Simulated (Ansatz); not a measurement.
## What (KCl)2(PbTe)1 [001] superlattice, started as rocksalt type distorts into

Aim: this structure of (KCl)2(PbTe)1 [001] superlattice, started as rocksalt type is to be tested for unstable modes, and one is followed downhill.

Calculated with Ansatz 0.2.0; DFT PBE, scalar-relativistic, plane waves, PAW.

The structure was built from a prototype and need not be the compound's stable phase.

## 1. Set-up

The structure is tetragonal, space group I4/mmm (No. 139). Conventional cell: a = 4.567 Å, b = 4.567 Å, c = 19.704 Å, α = 90.00°, β = 90.00°, γ = 90.00°. Nearest to Cl lie 5 K at 3.20 to 3.23 Å and 1 Pb at 3.24 Å. Nearest to K lie 5 Cl at 3.20 to 3.23 Å and 1 Te at 3.41 Å. Pb has 4 Te at 3.23 Å and 2 Cl at 3.24 Å nearest. Te has 4 Pb at 3.23 Å and 2 K at 3.41 Å nearest. Farther neighbours and most contacts between anions are not listed.

## 2. Modes at Γ

The cell comes from relaxations at this level that are not shown. The zone centre is the only wavevector solved here; it holds the modes that light can see, as far as symmetry allows. The response to a homogeneous field gives the Born charges and the dielectric tensor, and its change with displacement the Raman tensors.

input.yaml

```yaml
crystal:
  lattice:
    - [3.2290660069, 3.2290660069, 0.0]
    - [-3.2290660069, 3.2290660069, 0.0]
    - [3.2290660069, 0.0, 9.8519650043]
  atoms:
    - { symbol: Cl, position: [0.5021222928, 0.4978777072, -0.0042445857] }
    - { symbol: Cl, position: [0.8312110405, 0.1687889595, 0.337577919] }
    - { symbol: K, position: [-0.00617336, 0.00617336, 0.01234672] }
    - { symbol: K, position: [0.3395066933, 0.6604933067, 0.3209866133] }
    - { symbol: Pb, position: [0.6666666667, 0.3333333333, 0.6666666667] }
    - { symbol: Te, position: [0.1666666667, 0.8333333333, 0.6666666667] }
kpoints:
  mp_grid: { grid: [8, 8, 8] }
hamiltonian:
  xc: pbe
scf:
  occupations: { method: fixed }
output:
  eigenvalues: true
phonons:
  method: dfpt
  dielectric: true
  rigid_motions: translations
  raman: true
```

Started as:

```
$ ansatz run input.yaml --threads 8 --pin off --max-ram 14336MiB --backend cpu --events-out ev --progress --plain --runs-dir out
```

Numbers of over 12 decimals in the logs are rounded to 6 here.

Output:

```text
Warning: crystal.symmetry: narrowed to the stabiliser of the run's FFT grids — unitary ops 16 → 4. A phonons.method: dfpt run fills in the rows of the dynamical matrix that it does not solve by its symmetry operations, which is exact only for operations that map its FFT grids onto themselves: filled in by any other, the frequencies could depend on the order in which like atoms are typed, or, by more than the grids' own error, on where the crystal sits among the grids' points. Excluded: 12 operations. The run can therefore solve more perturbations, solve them on more k-points, or both, and cost more. [rest of the remark cut]
Engine: ansatz 0.2.0, x86_64-unknown-linux-gnu
Pseudopotentials: kind: paw
Pseudopotential: Cl, paw, valence charge 7, recommended cutoff 420 eV (normal), Cl.paw.azcp
Pseudopotential: K, paw, valence charge 9, recommended cutoff 420 eV (normal), K.paw.azcp
Pseudopotential: Pb, paw, valence charge 14, recommended cutoff 420 eV (normal), Pb.paw.azcp
Pseudopotential: Te, paw, valence charge 16, recommended cutoff 420 eV (normal), Te.paw.azcp
Functional definition: PBE
  parameter kappa = 0.804
  parameter beta = 0.066725
  exchange = pbe_x(kappa = kappa, mu = beta*pi^2/3)
  correlation = pbe_c(beta = beta)
Crystal: 6 atoms, lattice volume = 205.450 Å³
Basis set: ecut = 420 eV, 4065 PW (Γ), exchange–correlation on 72×72×144 points (8 copies of the dense FFT grid, shifted against one another)
Bands: 38, of which v1, the nominal top of the filled ones, is band 31 counted from 1 (30 counted from 0)
Symmetry: 16 space group operations
k-points: 260 of 512 (irreducible under 1 space group operation, time reversal used)
Non-local potential: Cl, projectors of the file, l = 0: 2, l = 1: 2, l = 2: 2
Non-local potential: K, projectors of the file, l = 0: 3, l = 1: 2, l = 2: 2
Non-local potential: Pb, projectors of the file, l = 0: 2, l = 1: 2, l = 2: 2, l = 3: 2
Non-local potential: Te, projectors of the file, l = 0: 2, l = 1: 2, l = 2: 2, l = 3: 2
PAW form: soft (Blöchl's): semilocal exchange-correlation on the pseudo side does not see the compensation charge
PAW one-centre angular grid: Cl, 110 points (default); XC on 64 Gauss nodes
PAW one-centre angular grid: K, 110 points (default); XC on 64 Gauss nodes
PAW one-centre angular grid: Pb, 590 points (default); XC on 64 Gauss nodes
PAW one-centre angular grid: Te, 590 points (default); XC on 64 Gauss nodes
Initial density: superposition of atomic densities (neutral atoms: chi_scale 0, normalization atom), corrected by the library's trained network
Initial wavefunctions: pseudopotential atomic-orbital guess
Functional: x = pbe(κ = 0.804, μ = 0.219515), c = pbe(β = 0.066725)
SCF iter   1: F=—  HF=-24129.134765 eV  |F-HF|=—  |Δ(HF+E_count)|=         —  Δρ=1.34e-3  dr2=2.93e-2  ethr=1.77e-3  ⟨swp⟩=5.1  Hψ=37739  notcnv=0  defer=1147
preconditioner: auto → Resta (q_TF=auto, 2.234 Å⁻¹)  ε∞=2.7  [insulator: Δε(μ)=1.174 eV  Ē_g=13.948 eV  n_scr=42 (ndim 8)  ℏωp=17.9 eV  f_vac=0.098  ε∞_Penn≈2.7]
SCF iter   2: F=—  HF=-24129.126342 eV  |F-HF|=—  |Δ(HF+E_count)|=   8.42e-3  Δρ=5.63e-4  dr2=4.48e-3  ethr=4.72e-5  ⟨swp⟩=3.1  Hψ=15202  notcnv=0  defer=1299
SCF iter   3: F=—  HF=-24129.124964 eV  |F-HF|=—  |Δ(HF+E_count)|=   1.38e-3  Δρ=2.23e-4  dr2=4.43e-4  ethr=7.23e-6  ⟨swp⟩=3.2  Hψ=12639  notcnv=0  defer=1299
SCF iter   4: F=—  HF=-24129.124885 eV  |F-HF|=—  |Δ(HF+E_count)|=   7.86e-5  Δρ=9.33e-5  dr2=2.59e-5  ethr=7.14e-7  ⟨swp⟩=2.1  Hψ=12786  notcnv=0  defer=1299
SCF iter   5: F=—  HF=-24129.124896 eV  |F-HF|=—  |Δ(HF+E_count)|=   1.09e-5  Δρ=2.94e-5  dr2=2.93e-6  ethr=4.17e-8  ⟨swp⟩=2.0  Hψ=17322  notcnv=0  defer=1226
SCF iter   6: F=—  HF=-24129.125041 eV  |F-HF|=—  |Δ(HF+E_count)|=   1.45e-4  Δρ=7.20e-6  dr2=1.53e-7  ethr=4.72e-9  ⟨swp⟩=2.0  Hψ=17834  notcnv=0  defer=906
SCF iter   7: F=—  HF=-24129.125041 eV  |F-HF|=—  |Δ(HF+E_count)|=   2.63e-7  Δρ=2.14e-6  dr2=1.29e-8  ethr=2.47e-10  ⟨swp⟩=2.0  Hψ=15506  notcnv=0  defer=916
SCF iter   8: F=—  HF=-24129.125041 eV  |F-HF|=—  |Δ(HF+E_count)|=   1.75e-8  Δρ=4.66e-7  dr2=6.08e-10  ethr=2.08e-11  ⟨swp⟩=2.0  Hψ=15502  notcnv=0  defer=920
SCF iter   9: F=-24129.125041 eV  HF=-24129.125041 eV  |F-HF|=6.91e-11  |Δ(HF+E_count)|=   1.34e-9  Δρ=1.39e-7  dr2=5.14e-11  ethr=1.00e-12  ⟨swp⟩=17.2  Hψ=78820  notcnv=0
SCF 1 converged in 9 iterations: F = -24129.125041 eV  dr2 = 5.14e-11
  greatest PAW one-centre occupation: 0.998 electrons in one spin orbital (limit 2), on the Te atom at site 5 (counted from 0), in its partial waves of l = 2
NSCF: frozen V_eff on 3 k-points
DFPT response loops at Γ: preconditioner auto → Resta (q_TF=auto, 2.234 Å⁻¹)  ε∞=7.1 (no band partly filled); β = 1.00, the filter's whole step (`scf.mixing.beta` (0.50) is not read by the response loops at its default; to damp them type it under 1.00, their step now; it binds the ground state too); Broyden in place of MSR1
── the response to a field inside a basis, on 12×12×8 k-points: an SCF that follows is theirs, and a resumed run solves both again ──
Bands: 32, of which v1, the nominal top of the filled ones, is band 31 counted from 1 (30 counted from 0)
k-points: 312
Initial density: handed on by an earlier stage of this run
Initial wavefunctions: pseudopotential atomic-orbital guess (no wavefunctions were taken with the density)
Eigensolver: Dense (312 Hₖ)
SCF iter   1: F=—  HF=-24129.069648 eV  |F-HF|=—  |Δ(HF+E_count)|=         —  Δρ=1.38e-4  dr2=1.23e-5  ethr=1.00e-1
preconditioner: auto → Resta (q_TF=auto, 2.234 Å⁻¹)  ε∞=3.3  [insulator: Δε(μ)=1.236 eV  Ē_g=11.854 eV  n_scr=42 (ndim 8)  ℏωp=17.9 eV  f_vac=0.099  ε∞_Penn≈3.3]
SCF iter   2: F=—  HF=-24129.069656 eV  |F-HF|=—  |Δ(HF+E_count)|=   8.72e-6  Δρ=7.40e-5  dr2=3.87e-6  ethr=1.99e-8
SCF iter   3: F=—  HF=-24129.069660 eV  |F-HF|=—  |Δ(HF+E_count)|=   3.98e-6  Δρ=5.07e-6  dr2=7.28e-8  ethr=6.24e-9
SCF iter   4: F=—  HF=-24129.069660 eV  |F-HF|=—  |Δ(HF+E_count)|=   6.88e-8  Δρ=1.41e-6  dr2=5.98e-9  ethr=1.17e-10
SCF iter   5: F=—  HF=-24129.069660 eV  |F-HF|=—  |Δ(HF+E_count)|=   9.03e-9  Δρ=4.18e-7  dr2=5.57e-10  ethr=9.65e-12
SCF iter   6: F=-24129.069660 eV  HF=-24129.069660 eV  |F-HF|=4.00e-11  |Δ(HF+E_count)|=  7.75e-10  Δρ=1.24e-7  dr2=5.48e-11  ethr=1.00e-12
SCF 1 converged in 6 iterations: F = -24129.069660 eV  dr2 = 5.48e-11
DFPT response loops at Γ: preconditioner auto → Resta (q_TF=auto, 2.234 Å⁻¹)  ε∞=7.0 (no band partly filled); β = 1.00, the filter's whole step (`scf.mixing.beta` (0.50) is not read by the response loops at its default; to damp them type it under 1.00, their step now; it binds the ground state too); Broyden in place of MSR1
DFPT response loops at Γ: mixed as the last ones told, above
WARN: field response: ε∞ stands inside a basis, on 12×12×8 points; the force constants stand on the 8×8×8 k-mesh, whose period is 8.72 times the interband length at k = (0.0000, -0.5000, 0.0000), direct gap 1.187 eV, under 14: take them and everything formed from them as unconverged, and compare with a denser kpoints.mp_grid
SCF converged after 9 iterations
Free energy (F): -24129.125041 eV
Harris-Foulkes:  -24129.125041 eV  (|F-HF|=6.91e-11)
Internal energy: -24129.125041 eV  (E = F + TS)
E sigma→0 (E₀):  -24129.125041 eV
Fermi energy:    4.861213 eV
--- Per-component energies (eV) ---
  E_band       = -655.686814
  E_kinetic    = 1297.676788
  E_local      = -4975.911375  (includes V_loc(G=0)·N_el)
  E_nonlocal   = 121.933941
  E_hartree    = 2237.529396
  E_xc         = -830.746312
  E_vxc        = -811.503649  (∫ρ·V_xc dr)
  E_paw        = -17948.293034  (= ΣΔE_a)
  E_vpaw       = -762.941531  (= ΣTr[D̂ρ^β])
  E_aug_tail   = 0.000029  (compensation charges beyond the density's cutoff)
  E_ewald      = -4031.314472
  E_smearing   = -0.000000  (= −TS)
  E_closure    = 0.000000  (closes the sum)
  Σ components = -24129.125041   (vs F -24129.125041, Δ=0.00e0)
--- Band table (eV; the first three rows and the last of 260) ---
  k-point 0: bands = [... 27 lower, 1.8145, 3.0084, 3.0084, 3.3349, 7.4486, 7.6652, 8.8220, 8.8649, ... 3 higher]
  k-point 1: bands = [... 27 lower, 1.8262, 3.0067, 3.0067, 3.2964, 7.3920, 7.7975, 8.7058, 9.0167, ... 3 higher]
  k-point 2: bands = [... 27 lower, 1.8433, 3.0026, 3.0026, 3.1980, 7.3538, 8.0362, 8.6081, 9.2202, ... 3 higher]
  k-point 259: bands = [... 27 lower, 1.6955, 1.7782, 1.8233, 3.8381, 7.0227, 8.4643, 9.1656, 9.1986, ... 3 higher]
--- Phonons (Γ-DFPT): 12 representative perturbations + reference, on 260 of 512 k-points (Σ response iterations 41) ---
  ASR residual: 1.570e-4 → 0.000e0 eV/Å²; symmetrization residual: 2.033e-5 eV/Å²
  The last average, over the group as it would stand without the narrowing to the FFT grids, took up to 6.110e-6 eV/Å² of the zone centre's force constants
  ASR residual per site (eV/Å²): 1.57e-4 1.57e-4 5.90e-5 5.90e-5 6.84e-5 1.30e-4
  Γ frequencies (cm⁻¹): -16.22 -16.22 0.00 0.00 0.00 27.92 37.48 37.48 51.80 51.80 81.29 115.39 115.39 117.41 117.41 119.65 132.46 141.68
  ε∞ (high-frequency dielectric tensor):
       12.044650     0.000000    -0.000000
        0.000000    12.044650     0.000000
       -0.000000     0.000000     3.248863
  softest optical mode at Γ: -16.22 cm⁻¹; the repairs (sum rule, projections) moved no ω² at Γ by more than (2.21 cm⁻¹)²
  Born effective charges Z* (e; rows j = field, columns β = displacement):
    site 0:
        -1.13300   -0.00000    0.00000
         0.00000   -1.13300   -0.00000
         0.00000   -0.00000   -1.76322
    site 1:
        -1.13300   -0.00000   -0.00000
         0.00000   -1.13300   -0.00000
         0.00000   -0.00000   -1.76322
    site 2:
         1.05830   -0.00000   -0.00000
        -0.00000    1.05830   -0.00000
         0.00000   -0.00000    1.30501
    site 3:
         1.05830   -0.00000   -0.00000
        -0.00000    1.05830   -0.00000
        -0.00000    0.00000    1.30501
    site 4:
         7.05345    0.00000    0.00000
        -0.00000    7.05345    0.00000
        -0.00000    0.00000    1.69719
    site 5:
        -6.90406    0.00000   -0.00000
         0.00000   -6.90406   -0.00000
         0.00000   -0.00000   -0.78077
  Z* charge neutrality: 1.481e-2 e pre-enforcement
  solved inside a basis spanned on kpoints, on 12×12×8 k-points transformed towards the longest dipole: ε∞ is read to err by 7.8e-2, Z* by 6.7e-2 e (field_mesh: kpoints solves on kpoints); Z* is corrected for what the basis lacks
  Raman tensors (in the event stream and the table raman_tensors.tsv): an entry may err by 8.4e-1 Å², one of the second-order susceptibility by 1.7e-17 pm/V (basis, points and sum rule); their sum over the sites missed zero by 3.553e-15 Å² ahead of its enforcement
  optical modes at Γ without the LO–TO term, one row a degenerate level:
      ω (cm⁻¹)  modes    IR ((D/Å)²/amu)  static Raman (Å⁴/amu)  depolarisation
        -16.22      2            28.5573                 0.0000               —
         27.92      1             1.8595                 0.0000               —
         37.48      2             0.0074                 0.0000               —
         51.80      2             0.0000                 0.9163           0.750
         81.29      1             1.0045                 0.0000               —
        115.39      2             5.7362                 0.0000               —
        117.41      2             0.0000                 0.7513           0.750
        119.65      1             0.0000               551.9564           0.113
        132.46      1             3.6234                 0.0000               —
        141.68      1             0.0000                 4.7259           0.121
  optical modes at Γ + LO–TO along q̂ = [1.0000, 0.0000, 0.0000]:
      ω (cm⁻¹)  modes    IR ((D/Å)²/amu)  static Raman (Å⁴/amu)  depolarisation
        -16.22      1            14.2786                 0.0000               —
         27.92      1             1.8595                 0.0000               —
         37.47      1             0.0001                 0.0000               —
         37.48      1             0.0037                 0.0000               —
         51.80      2             0.0000                 0.9163           0.750
         81.29      1             1.0045                 0.0000               —
         89.96      1             4.3455                 0.0000               —
        115.39      1             2.8681                 0.0000               —
        117.41      2             0.0000                 0.7513           0.750
        119.65      1             0.0000               551.9564           0.113
        132.46      1             3.6234                 0.0000               —
        140.51      1            12.8049                 0.0000               —
        141.68      1             0.0000                 4.7259           0.121
  optical modes at Γ + LO–TO along q̂ = [0.0000, 1.0000, 0.0000]:
      ω (cm⁻¹)  modes    IR ((D/Å)²/amu)  static Raman (Å⁴/amu)  depolarisation
        -16.22      1            14.2786                 0.0000               —
         27.92      1             1.8595                 0.0000               —
         37.47      1             0.0001                 0.0000               —
         37.48      1             0.0037                 0.0000               —
         51.80      2             0.0000                 0.9163           0.750
         81.29      1             1.0045                 0.0000               —
         89.96      1             4.3455                 0.0000               —
        115.39      1             2.8681                 0.0000               —
        117.41      2             0.0000                 0.7513           0.750
        119.65      1             0.0000               551.9564           0.113
        132.46      1             3.6234                 0.0000               —
        140.51      1            12.8049                 0.0000               —
        141.68      1             0.0000                 4.7259           0.121
  optical modes at Γ + LO–TO along q̂ = [0.0000, 0.0000, 1.0000]:
      ω (cm⁻¹)  modes    IR ((D/Å)²/amu)  static Raman (Å⁴/amu)  depolarisation
        -16.22      2            28.5573                 0.0000               —
         37.48      2             0.0074                 0.0000               —
         51.80      2             0.0000                 0.9163           0.750
         54.72      1             0.2069                 0.0000               —
         93.14      1             0.3150                 0.0000               —
        115.39      2             5.7362                 0.0000               —
        117.41      2             0.0000                 0.7513           0.750
        119.65      1             0.0000               551.9564           0.113
        141.68      1             0.0000                 4.7259           0.121
        184.38      1             5.9655                 0.0000               —
```

It took 26 min on 8 threads of Intel Xeon Platinum 8488C (Sapphire Rapids), shared host; peak memory 8.6 GiB; 2.8 h of CPU time.

In the SCF lines HF is the Harris–Foulkes energy and dr2 the Hartree energy of the density residual, in eV; the loop may stop once dr2 is under the threshold and the program's other checks hold. Hψ counts applications of the Hamiltonian.

Numbers from this step:

* gap on the k-mesh: 1.187 eV
* volume per atom: 34.24 Å³
* sum-rule residual before enforcement: 1.57e-4 eV/Å²
* miss of the charge sum rule: 0.01481 e
* estimated error of the dielectric tensor: 0.07784
* estimated error of the Born charges: 0.06742 e
* point group: 4/mmm
* highest optical mode at the zone centre (no LO-TO term): 141.7 cm⁻¹
* lowest optical zone-centre mode: -16.22 cm⁻¹
* mean high-frequency dielectric constant: 9.113
* largest Born charge (third of the trace): 5.268 e
* top of the zone-centre spectrum with the field: 184.4 cm⁻¹

Without the LO-TO term. Patterns of degenerate modes are one choice out of their space. Modes at Γ, with each element's share of the kinetic energy (negative means imaginary):

```
mode  frequency (cm⁻¹)  symmetry  Cl %  K %  Pb %  Te %
   1             -16.2        Eu     0    0    36    64
   2             -16.2        Eu     0    0    36    64
   3               0.0  acoustic    15   16    43    26
   4               0.0  acoustic    15   16    43    26
   5               0.0  acoustic    15   16    43    26
   6              27.9       A2u    36    6    51     8
   7              37.5        Eu    25   44    21    10
   8              37.5        Eu    25   44    21    10
   9              51.8        Eg    41   59     0     0
  10              51.8        Eg    41   59     0     0
  11              81.3       A2u    41    0     5    53
  12             115.4        Eu    60   40     0     0
  13             115.4        Eu    60   40     0     0
  14             117.4        Eg    59   41     0     0
  15             117.4        Eg    59   41     0     0
  16             119.7       A1g    63   37     0     0
  17             132.5       A2u     8   78     1    13
  18             141.7       A1g    37   63     0     0
```

Displacements in mode 2 (-16.2 cm⁻¹), the largest set to 1:
```
Cl1  0.00 -0.02  0.00
Cl2  0.00 -0.02  0.00
K3   0.00 -0.05  0.00
K4   0.00 -0.05  0.00
Pb5  0.00 -0.59  0.00
Te6 -0.01  1.00  0.00
```

Displacements in mode 11 (81.3 cm⁻¹), the largest set to 1:
```
Cl1  0.00  0.00 -1.00
Cl2  0.00  0.00 -1.00
K3   0.00  0.00  0.09
K4   0.00  0.00  0.09
Pb5  0.00  0.00 -0.21
Te6  0.00  0.00  0.85
```

Before it was imposed, the acoustic sum rule was missed by 1.6e-4 eV/Å² and the charge sum rule by 0.015 e. Small misses are needed for a sound result but don't prove that mesh and cutoff are converged. The lowest optical mode is imaginary, 16.2i cm⁻¹, so the energy falls along it.

The log warns of the k mesh: “the force constants stand on the 8×8×8 k-mesh, whose period is 8.72 times the interband length at k = (0.0000, -0.5000, 0.0000), direct gap 1.187 eV, under 14: take them and everything formed from them as unconverged”.

[end of part 1 of 2]

[Logs are printed without paths, hosts, clocks, repeated set-up lines and the standing remarks that a program may print on its own settings, such as how far it seeks lower states.]

[Hosts, paths, dates, database ids (printed as entryN), source tags and the programs' standing remarks are cut or masked in the printed files.]
